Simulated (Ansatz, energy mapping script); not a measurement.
# Cr: energy mapping under PBE

Aim: the exchange couplings of Cr from the energies of a few collinear orders, and the ordering temperature that they give.

Method: PBE; plane waves, collinear spin, no spin–orbit coupling, in Ansatz 0.2.0.

In doubt: warnings of the run leave room for a lower electronic state (step 2), so energies may not be the lowest and differences between runs may mislead.

## (1) The starting structure

It takes space group Im-3m (No. 229, cubic). The conventional cell has a = 2.969 Å, b = 2.969 Å, c = 2.969 Å, α = 90.00°, β = 90.00°, γ = 90.00°. Nearest to Cr lie 8 Cr at 2.57 Å.

The cell comes from a database of computed structures, and need not be the one that the compound takes in experiment.

No correction acts on the open shell here, which makes this the cheap baseline.

## (2) A first run with parallel moments

One run in the crystal's own cell, under PBE with U = 3.15 eV on Cr d, ortho-atomic projectors, shows which elements keep a moment. Transition or f elements with 0.3 μB or more enter the spin model; moments induced on other atoms do not.

Input file input.yaml:

```yaml
crystal:
  lattice:
    - [2.968899355, 0.0, 0.0]
    - [0.0, 2.968899355, 0.0]
    - [0.0, 0.0, 2.968899355]
  atoms:
    - { symbol: Cr, position: [0.0, 0.0, 0.0], spin: 2.5 }
    - { symbol: Cr, position: [0.5, 0.5, 0.5], spin: 2.5 }
magnetization:
  spin_polarized: true
kpoints:
  mp_grid: { grid: [13, 13, 13] }
hamiltonian:
  xc: pbe
  hubbard:
    sites: [{ species: Cr, l: d, u_eff: 3.15 }]
    projectors: ortho-atomic
scf:
  occupations: { method: fermi_dirac, width: 0.1 }
output:
  eigenvalues: true
```

The run is started by

```sh
ansatz run input.yaml --threads 4 --pin off --max-ram 8192MiB --backend cpu --events-out ev --progress --plain --runs-dir out
```

Numbers of over 12 decimals in the logs are rounded to 6 here.

Output:

```text
Engine: ansatz 0.2.0, aarch64-unknown-linux-gnu
Pseudopotentials: kind: paw
Pseudopotential: Cr, paw, valence charge 14, recommended cutoff 420 eV (normal), Cr.paw.azcp
Functional definition: PBE
  parameter kappa = 0.804
  parameter beta = 0.066725
  exchange = pbe_x(kappa = kappa, mu = beta*pi^2/3)
  correlation = pbe_c(beta = beta)
Crystal: 2 atoms, lattice volume = 26.169 Å³
Basis set: ecut = 420 eV, 485 PW (Γ)
Bands: 21, of which v1, the nominal top of the filled ones, is band 14 counted from 1 (13 counted from 0)
Symmetry: 96 space group operations
Space group: Im-3m (ITA 229), of the structure as read, at distance tolerance 3.0e-5 Å
Magnetic group: BNS 229.140 (UNI 1642), of the structure as read, at distance tolerance 3.0e-5 Å
k-points: 84 of 2197
Non-local potential: Cr, projectors of the file, l = 0: 3, l = 1: 2, l = 2: 3, l = 3: 1
PAW form: soft (Blöchl's): semilocal exchange-correlation on the pseudo side does not see the compensation charge
PAW one-centre angular grid: Cr, 590 points (default); XC on 64 Gauss nodes
Initial density: superposition of atomic densities (chi_scale 0.1, normalization cell)
Starting moments: Σ|m| = 5 μB on 2 of 2 sites
Initial wavefunctions: pseudopotential atomic-orbital guess
Functional: x = pbe(κ = 0.804, μ = 0.219515), c = pbe(β = 0.066725)
SCF iter   1: F=—  HF=-6749.045213 eV  |F-HF|=—  |Δ(HF+E_count)|=         —  Δρ=1.77e-1 (↑1.77e-1 ↓5.03e-2)  dr2=9.58e0  dr2_m=1.56e0  M=3.727 μB ∫|m|=3.727 μB  β_m=0.30  ethr=3.10e-3  ⟨swp⟩=4.0  Hψ=12163  notcnv=0
preconditioner: auto → none  [metal: Δε(μ)=0.002 eV  Ē_g=6.538 eV  σ=0.100 eV  W_gap=0.00  n_scr=6 (ndim 8)  ℏωp=25.1 eV  f_vac=0.000  D(μ)=4.05/eV (n_scr^D=80)  sad-step TF]
SCF iter   2: F=—  HF=-6747.481636 eV  |F-HF|=—  |Δ(HF+E_count)|=    1.56e0  Δρ=7.29e-2 (↑7.29e-2 ↓3.34e-2)  dr2=2.20e0  dr2_m=2.55e-1  M=4.276 μB ∫|m|=4.276 μB  β_m=0.30  ethr=3.10e-3  ⟨swp⟩=2.0  Hψ=7684  notcnv=0  defer=114
SCF iter   3: F=—  HF=-6747.104031 eV  |F-HF|=—  |Δ(HF+E_count)|=   3.78e-1  Δρ=2.39e-2 (↑2.39e-2 ↓2.39e-2)  dr2=7.74e-2  dr2_m=8.19e-2  M=5.113 μB ∫|m|=5.113 μB  β_m=1.00  ethr=3.10e-3  ⟨swp⟩=2.5  Hψ=6301  notcnv=0  defer=114
SCF iter   4: F=—  HF=-6747.168755 eV  |F-HF|=—  |Δ(HF+E_count)|=   6.47e-2  Δρ=1.59e-2 (↑6.19e-3 ↓1.59e-2)  dr2=4.25e-2  dr2_m=2.21e-2  M=5.416 μB ∫|m|=5.416 μB  β_m=1.00  ethr=2.77e-4  ⟨swp⟩=2.0  Hψ=7789  notcnv=0  defer=107
SCF iter   5: F=—  HF=-6747.250540 eV  |F-HF|=—  |Δ(HF+E_count)|=   8.18e-2  Δρ=3.26e-2 (↑3.26e-2 ↓2.07e-2)  dr2=4.38e-2  dr2_m=1.63e-1  M=6.052 μB ∫|m|=6.052 μB  β_m=1.00  ethr=1.52e-4  ⟨swp⟩=2.2  Hψ=5987  notcnv=0  defer=107
[...]
SCF iter  18: F=—  HF=-6748.005357 eV  |F-HF|=—  |Δ(HF+E_count)|=   9.25e-6  Δρ=5.96e-5 (↑5.96e-5 ↓2.34e-5)  dr2=4.94e-7  dr2_m=3.13e-7  M=7.897 μB ∫|m|=7.897 μB  β_m=0.95  ethr=9.64e-8  ⟨swp⟩=2.1  Hψ=5087  notcnv=0  defer=112
SCF iter  19: F=-6748.005358 eV  HF=-6748.005358 eV  |F-HF|=1.18e-9  |Δ(HF+E_count)|=   6.47e-7  Δρ=3.21e-6 (↑3.21e-6 ↓1.80e-6)  dr2=7.88e-10  dr2_m=1.37e-9  M=7.898 μB ∫|m|=7.898 μB  ethr=3.57e-10  ⟨swp⟩=2.9  Hψ=11248  notcnv=0
SCF 1 converged in 19 iterations: F = -6748.005358 eV  dr2 = 7.88e-10
[...]
Starting moments: Σ|m| = 5 μB on 2 of 2 sites; this step starts from the density that it was given
[...]
an SCF towards the filling of the open d shells in which the orbitals that avoid the neighbouring atoms hold both spins ahead of the others, with the run's symmetry operations kept, reached no lower state that the run goes on to. This is no proof of a minimum
WARN: an SCF from antiferromagnetic starting moments (-3.67, 3.67 Bohr magnetons, atom by atom) was not made, by what the run has read of turns of its moments that order reads lower: the deck asks for what bars it, or types moments that do (magnetization.spin_polarized, in the input reference, names some of the keys), or the run goes by scf.lower_state_search: light, the default, which as a rule tries one only behind [...]
SCF converged after 19 iterations
Magnetization: 7.8980 μB (17.9490 up, 10.0510 down)
Absolute magnetization: 7.8980 μB (∫|ρ↑−ρ↓|, with the PAW one-centre terms)
Spin contamination: 0.0579 ħ² per cell (⟨S²⟩ above its minimum at these occupations)
Per-site moments (μB) at R_I (Å): [(3.493938, 1.060596), (3.493938, 1.060596)]
Free energy (F): -6748.005358 eV
Harris-Foulkes:  -6748.005358 eV  (|F-HF|=1.18e-9)
Internal energy: -6747.945805 eV  (E = F + TS)
E sigma→0 (E₀):  -6747.975582 eV
Entropy (-TS):   -0.059553 eV (-29.776 meV/atom)
Fermi energy:    17.354186 eV
--- Per-component energies (eV) ---
  E_band       = -327.799170
  E_kinetic    = 693.821599
  E_local      = -2624.930664  (includes V_loc(G=0)·N_el)
  E_nonlocal   = 176.053494
  E_hartree    = 1145.833567
  E_xc         = -278.621477
  E_vxc        = -355.386030  (∫ρ·V_xc dr)
  E_hubbard    = 2.907570  (on-site DFT+U / exact-exchange correction)
  E_vhub       = -10.316507  (the Hubbard potential's part of the band-sum identity)
  E_paw        = -2403.438983  (= ΣΔE_a)
  E_vpaw       = -498.707003  (= ΣTr[D̂ρ^β])
  E_aug_tail   = 0.000596  (compensation charges beyond the density's cutoff)
  E_ewald      = -3459.571506
  E_smearing   = -0.059553  (= −TS)
  E_closure    = -0.000000  (closes the sum)
  Σ components = -6748.005358   (vs F -6748.005358, Δ=0.00e0)
--- Band table (eV; the first three rows and the last of 168) ---
  k-point 0 ↑: bands = [... 10 lower, 11.3568, 14.6892, 14.6892, 14.6892, 16.2679, 16.2679, 17.7299, 17.7299, ... 3 higher]
  k-point 1 ↑: bands = [... 10 lower, 11.4182, 14.6830, 14.6830, 14.7293, 16.1867, 16.2991, 17.5702, 17.5702, ... 3 higher]
  k-point 2 ↑: bands = [... 10 lower, 11.6003, 14.6712, 14.6712, 14.8480, 15.9489, 16.3920, 17.1611, 17.1611, ... 3 higher]
  k-point 83 ↓: bands = [... 10 lower, 18.2546, 18.2546, 18.2667, 18.2667, 22.5016, 22.5016, 22.5029, 22.5029, ... 3 higher]
Occupation matrices written to <dir>
```

Wall time 9.8 s (4 threads of Arm Neoverse V1, shared host); peak memory 0.57 GiB; 35 s of CPU time.

Spin moment in the sphere by atom:

| atom | spin moment in the sphere (μB) |
| --- | --- |
| Cr1 | 3.49 |
| Cr2 | 3.49 |

The run ends ferromagnetic; Cr carries the moments.

## (3) Run 1 (parallel; cell A, 2 atoms)

Each cell gets its own parallel run on the same mesh, so that most of the mesh error cancels in the differences.

Changes to input.yaml since step 2:

```diff
@@ -14,5 +14,2 @@
   xc: pbe
-  hubbard:
-    sites: [{ species: Cr, l: d, u_eff: 3.15 }]
-    projectors: ortho-atomic
 scf:
@@ -21 +18,5 @@
   eigenvalues: true
+  write_density: true
+  write_potential: true
+  elf: true
+  volumetric_format: npy
```

Output:

```text
[...]
Crystal: 2 atoms, lattice volume = 26.169 Å³
Basis set: ecut = 420 eV, 485 PW (Γ)
Bands: 21, of which v1, the nominal top of the filled ones, is band 14 counted from 1 (13 counted from 0)
[... 1 set-up line as in the run before ...]
[...]
k-points: 84 of 2197
[...]
Starting moments: Σ|m| = 5 μB on 2 of 2 sites
[...]
SCF iter   1: F=—  HF=-6760.457289 eV  |F-HF|=—  |Δ(HF+E_count)|=         —  Δρ=2.84e-1 (↑2.84e-1 ↓1.04e-1)  dr2=1.16e1  dr2_m=7.87e0  M=0.271 μB ∫|m|=0.272 μB  β_m=0.30  ethr=3.10e-3  ⟨swp⟩=4.0  Hψ=12136  notcnv=0
[...]
SCF iter  10: F=-6755.235167 eV  HF=-6755.235167 eV  |F-HF|=7.19e-11  |Δ(HF+E_count)|=  4.31e-10  Δρ=4.10e-7 (↑4.10e-7 ↓2.57e-7)  dr2=9.07e-11  dr2_m=3.06e-12  M=0.000 μB ∫|m|=0.000 μB  ethr=4.98e-12  ⟨swp⟩=1.0  Hψ=9376  notcnv=0
SCF 1 converged in 10 iterations: F = -6755.235167 eV  dr2 = 9.07e-11
[...]
Symmetry: 48 space group operations
[...]
SCF iter   6: F=-6755.380489 eV  HF=-6755.380489 eV  |F-HF|=1.93e-8  |Δ(HF+E_count)|=  2.00e-11  Δρ=5.75e-6 (↑5.75e-6 ↓5.75e-6)  dr2=2.02e-8  dr2_m=2.03e-10  M=-0.000 μB ∫|m|=3.604 μB  ethr=7.18e-11  ⟨swp⟩=1.0  Hψ=10288  notcnv=0
SCF 2 converged in 6 iterations: F = -6755.380489 eV  dr2 = 2.02e-8
[...]
SCF iter   2: F=-6755.380489 eV  HF=-6755.380489 eV  |F-HF|=2.43e-10  |Δ(HF+E_count)|=   5.53e-9  Δρ=2.03e-6 (↑2.01e-6 ↓2.03e-6)  dr2=2.65e-10  dr2_m=7.82e-10  M=-0.000 μB ∫|m|=3.604 μB  ethr=7.22e-11  ⟨swp⟩=2.0  Hψ=6560  notcnv=0
SCF 3 converged in 2 iterations: F = -6755.380489 eV  dr2 = 2.65e-10
WARN: the starting moments were not kept: 1 of 2 ended reversed and 1 kept their direction, counting a site from 0.1 of the cell's largest site moment. The largest reversed, site 0 (counted from 0, in the order of the report's site_moments_mub), started with +2.5 μB and closes at -1.7e0 μB in its sphere. The net magnetisation is 2.1e-9 μB in size, at most 0.1 of the 5 μB that the starting moments add up to as vectors [...]
SCF converged after 2 iterations
Magnetization: -0.0000 μB (14.0000 up, 14.0000 down)
Absolute magnetization: 3.6038 μB (∫|ρ↑−ρ↓|, with the PAW one-centre terms)
[...]
Per-site moments (μB) at R_I (Å): [(-1.682980, 1.060596), (1.682980, 1.060596)]
Free energy (F): -6755.380489 eV
[...]
Internal energy: -6755.360742 eV  (E = F + TS)
E sigma→0 (E₀):  -6755.370616 eV
Entropy (-TS):   -0.019747 eV (-9.873 meV/atom)
Fermi energy:    16.835412 eV
[...]
--- Band table (eV; the first three rows and the last of 168) ---
  k-point 0 ↑: bands = [... 10 lower, 13.2094, 15.9738, 15.9738, 15.9738, 18.0688, 18.0688, 19.3586, 19.3586, ... 3 higher]
  k-point 1 ↑: bands = [... 10 lower, 13.2666, 15.9617, 15.9617, 16.0057, 17.9949, 18.0966, 19.2153, 19.2153, ... 3 higher]
  k-point 2 ↑: bands = [... 10 lower, 13.4356, 15.9305, 15.9305, 16.0982, 17.7796, 18.1736, 18.8526, 18.8526, ... 3 higher]
  k-point 83 ↓: bands = [... 10 lower, 14.3349, 15.3732, 15.3951, 15.3951, 17.5979, 17.5979, 19.0429, 19.0429, ... 3 higher]
```

It took 12 s on 4 threads; peak memory 0.54 GiB.

Spin moment in the sphere by atom:

| atom | spin moment in the sphere (μB) |
| --- | --- |
| Cr1 | -1.68 |
| Cr2 | 1.68 |

The run ends antiferromagnetic, not as typed: a moment turned or collapsed in the SCF or in the program's search for a lower state.

Spin density in the ac plane at fractional y = 0.000, with atoms of Cr within 0.2 Å of it.

Ten even steps from '0' (-2.8 e/Å³) to '9' (0.0 e/Å³):
```
236899999999863
567899999999876
888999999999988
999999999999999
999999999999999
999999999999999
999999999999999
999999999999999
999999999999999
999999999999999
999999999999999
888999999999988
567899999999876
236899999999863
025899999999852
```
Columns run along a (3.0 Å), rows up along c (3.0 Å). Atoms in or near the plane, at fractional coordinates: Cr at (0.00, 0.00).

ELF in the ac plane at fractional y = 0.000, with atoms of Cr within 0.2 Å of it. It is the smooth field of the valence electrons, not physical close to the nuclei.

Ten even steps from '_' (0.09) to '@' (0.96):
```
@@@@%%++..__..----..__..++%%@@
%%%%##--____::====::____--##%%
++++--..__..--====--..__..--++
....____..::========::..____..
______..::--========--::..____
....::--================--::..
----==========----==========--
----==========----==========--
....::--================--::..
______..::--========--::..____
....____..::========::..____..
++++--..__..--====--..__..--++
%%%%##--____::====::____--##%%
@@@@%%++..__..----..__..++%%@@
@@@@%%++..__..----..__..++%%@@
```
Columns run along a (3.0 Å), rows up along c (3.0 Å). Atoms in or near the plane, at fractional coordinates: Cr at (0.00, 0.00).

## (4) Parallel start in cell B (4 atoms)

The parallel order again, as the reference for this cell.

input.yaml, the sections that differ from step 3:

```yaml
crystal:
  lattice:
    - [-2.968899355, 0.0, 0.0]
    - [0.0, 2.968899355, 2.968899355]
    - [0.0, 2.968899355, -2.968899355]
  atoms:
    - { symbol: Cr, position: [0.0, 0.0, 0.0], spin: 2.5 }
    - { symbol: Cr, position: [0.0, 0.5, 0.5], spin: 2.5 }
    - { symbol: Cr, position: [0.5, 0.5, 0.0], spin: 2.5 }
    - { symbol: Cr, position: [0.5, 0.0, 0.5], spin: 2.5 }
kpoints:
  mp_grid: { grid: [13, 9, 9] }
output:
  eigenvalues: true
# magnetization, hamiltonian, scf: as in step 3
```

Output:

```text
[...]
Crystal: 4 atoms, lattice volume = 52.338 Å³
Basis set: ecut = 420 eV, 1021 PW (Γ)
Bands: 40, of which v1, the nominal top of the filled ones, is band 28 counted from 1 (27 counted from 0)
Symmetry: 64 space group operations
[...]
k-points: 105 of 1053
[...]
Starting moments: Σ|m| = 10 μB on 4 of 4 sites
[...]
SCF iter   1: F=—  HF=-13520.796733 eV  |F-HF|=—  |Δ(HF+E_count)|=         —  Δρ=2.83e-1 (↑2.83e-1 ↓1.02e-1)  dr2=2.35e1  dr2_m=1.54e1  M=0.554 μB ∫|m|=0.560 μB  β_m=0.30  ethr=3.10e-3  ⟨swp⟩=4.1  Hψ=23724  notcnv=0
[...]
spin=Collinear: Kerker preconditioning applied to the charge; magnetization (m = ρ↑ − ρ↓) channel mixes plain (no charge-response kernel on spin).
SCF iter   2: F=—  HF=-13513.669939 eV  |F-HF|=—  |Δ(HF+E_count)|=    7.13e0  Δρ=1.79e-1 (↑1.79e-1 ↓8.62e-2)  dr2=7.17e0  dr2_m=7.66e0  M=0.511 μB ∫|m|=0.511 μB  β_m=0.55  ethr=3.10e-3  ⟨swp⟩=2.2  Hψ=17697  notcnv=0  defer=10
[...]
SCF iter  11: F=-13510.469366 eV  HF=-13510.469366 eV  |F-HF|=0.00e0  |Δ(HF+E_count)|=  1.09e-11  Δρ=4.27e-8 (↑3.95e-8 ↓4.27e-8)  dr2=1.20e-12  dr2_m=8.75e-14  M=-0.000 μB ∫|m|=0.000 μB  ethr=1.00e-12  ⟨swp⟩=1.0  Hψ=17684  notcnv=0
SCF 1 converged in 11 iterations: F = -13510.469366 eV  dr2 = 1.20e-12
[...]
Symmetry: 32 space group operations
[...]
SCF 2 converged in 7 iterations: F = -13510.760589 eV  dr2 = 1.87e-9
[...]
SCF 3 converged in 2 iterations: F = -13510.760589 eV  dr2 = 1.78e-10
[...]
SCF converged after 2 iterations
Magnetization: -0.0000 μB (28.0000 up, 28.0000 down)
Absolute magnetization: 7.2235 μB (∫|ρ↑−ρ↓|, with the PAW one-centre terms)
[...]
Per-site moments (μB) at R_I (Å): [(-1.685992, 1.060596), (-1.685992, 1.060596), (1.685992, 1.060596), (1.685992, 1.060596)]
Free energy (F): -13510.760589 eV
[...]
Internal energy: -13510.720056 eV  (E = F + TS)
E sigma→0 (E₀):  -13510.740323 eV
Entropy (-TS):   -0.040533 eV (-10.133 meV/atom)
Fermi energy:    16.834303 eV
[...]
--- Band table (eV; the first three rows and the last of 210) ---
  k-point 0 ↑: bands = [... 24 lower, 15.9745, 15.9746, 17.5287, 17.6318, 17.6318, 17.7686, 18.0704, 18.0709, ... 8 higher]
  k-point 1 ↑: bands = [... 24 lower, 15.9604, 16.0338, 16.8136, 17.1841, 17.8507, 18.0222, 18.0738, 18.0859, ... 8 higher]
  k-point 2 ↑: bands = [... 24 lower, 15.9061, 16.0356, 16.1901, 16.4449, 17.7574, 17.9062, 18.0354, 18.0836, ... 8 higher]
  k-point 104 ↓: bands = [... 24 lower, 16.9217, 17.1405, 17.2828, 17.3802, 17.7152, 17.8279, 17.8716, 18.0645, ... 8 higher]
```

The job ended after 68 s (4 threads; peak memory 1.5 GiB).

Spin moment in the sphere by atom:

| atom | spin moment in the sphere (μB) |
| --- | --- |
| Cr1 | -1.69 |
| Cr2 | -1.69 |
| Cr3 | 1.69 |
| Cr4 | 1.69 |

The run ends antiferromagnetic, not as typed: a moment turned or collapsed in the SCF or in the program's search for a lower state.

## (5) Run 3 (parallel; cell C, 4 atoms)

A new cell needs its own zero of energy.

This run holds the same structure in another cell (b 4.199 → 2.969 Å, c 4.199 → 5.938 Å).

input.yaml, the sections that differ from step 4:

```yaml
crystal:
  lattice:
    - [2.968899355, 0.0, 0.0]
    - [0.0, 2.968899355, 0.0]
    - [0.0, 0.0, 5.93779871]
  atoms:
    - { symbol: Cr, position: [0.0, 0.0, 0.0], spin: 2.5 }
    - { symbol: Cr, position: [0.0, 0.0, 0.5], spin: 2.5 }
    - { symbol: Cr, position: [0.5, 0.5, 0.25], spin: 2.5 }
    - { symbol: Cr, position: [0.5, 0.5, 0.75], spin: 2.5 }
kpoints:
  mp_grid: { grid: [13, 13, 7] }
# magnetization, hamiltonian, scf, output: as in step 4
```

Output:

```text
[...]
Crystal: 4 atoms, lattice volume = 52.338 Å³
Basis set: ecut = 420 eV, 983 PW (Γ)
Bands: 40, of which v1, the nominal top of the filled ones, is band 28 counted from 1 (27 counted from 0)
[... 1 set-up line as in the run before ...]
[...]
k-points: 112 of 1183
[...]
Starting moments: Σ|m| = 10 μB on 4 of 4 sites
[...]
k-point 0 ↑: bands = [... 24 lower, 15.9736, 15.9739, 15.9739, 16.1158, 16.7097, 17.4317, 17.4317, 18.0695, ... 8 higher]
  k-point 1 ↑: bands = [... 24 lower, 15.9634, 15.9634, 16.0011, 16.3130, 16.6575, 17.5130, 17.5130, 18.0058, ... 8 higher]
  k-point 2 ↑: bands = [... 24 lower, 15.9358, 15.9358, 16.0813, 16.5260, 16.7151, 17.7433, 17.7433, 17.8191, ... 8 higher]
  k-point 111 ↓: bands = [... 24 lower, 15.8886, 15.9114, 16.2804, 16.2842, 17.6024, 17.6257, 17.7673, 17.7876, ... 8 higher]
[key lines of the parts left out:]
SCF converged after 2 iterations
Magnetization: 0.0000 μB (28.0000 up, 28.0000 down)
Free energy (F): -13510.761017 eV
Fermi energy:    16.832718 eV
```

Elapsed: 61 s, on 4 threads; peak memory 1.5 GiB; 3.8 min of CPU time.

The run ends antiferromagnetic, not as typed: a moment turned or collapsed in the SCF or in the program's search for a lower state.

## (6) From energies to couplings

Each energy difference is a sum of couplings weighted by the pairs that the order reverses. A few near shells are fitted to the differences by least squares. Energies are those extrapolated to zero occupation width, not the free energies F.

The orders that converged (zero: parallel moments in the same cell):

| order | atoms | energy (meV a magnetic atom) | moments (μB) | moments kept as typed |
| --- | --- | --- | --- | --- |
| parallel in cell A (typed; ended antiferromagnetic) | 2 | - | 1.68 | no |
| parallel in cell B (typed; ended antiferromagnetic) | 4 | - | 1.69 | no |
| parallel in cell C (typed; ended antiferromagnetic) | 4 | - | 1.69 | no |

No pair of orders in one cell converged with its signs kept, so no coupling can be fitted.

## (7) Outcome

```json
{
 "couplings": "not obtained"
}
```

In words: Only parallel starts were run, since none kept its moments as typed; they end antiferromagnetic.

[Logs and program files are shortened in this print: banners, set-up blocks, solver, clock and traceback lines can be left out without a mark of their own.]

[Logs are printed without paths, hosts, clocks, repeated set-up lines and the standing remarks that a program may print on its own settings, such as how far it seeks lower states.]

[Hosts, paths, dates, database ids (printed as entryN), source tags and the programs' standing remarks are cut or masked in the printed files.]

[Where a cell is said to come from a database of computed structures, the database is the Materials Project.]
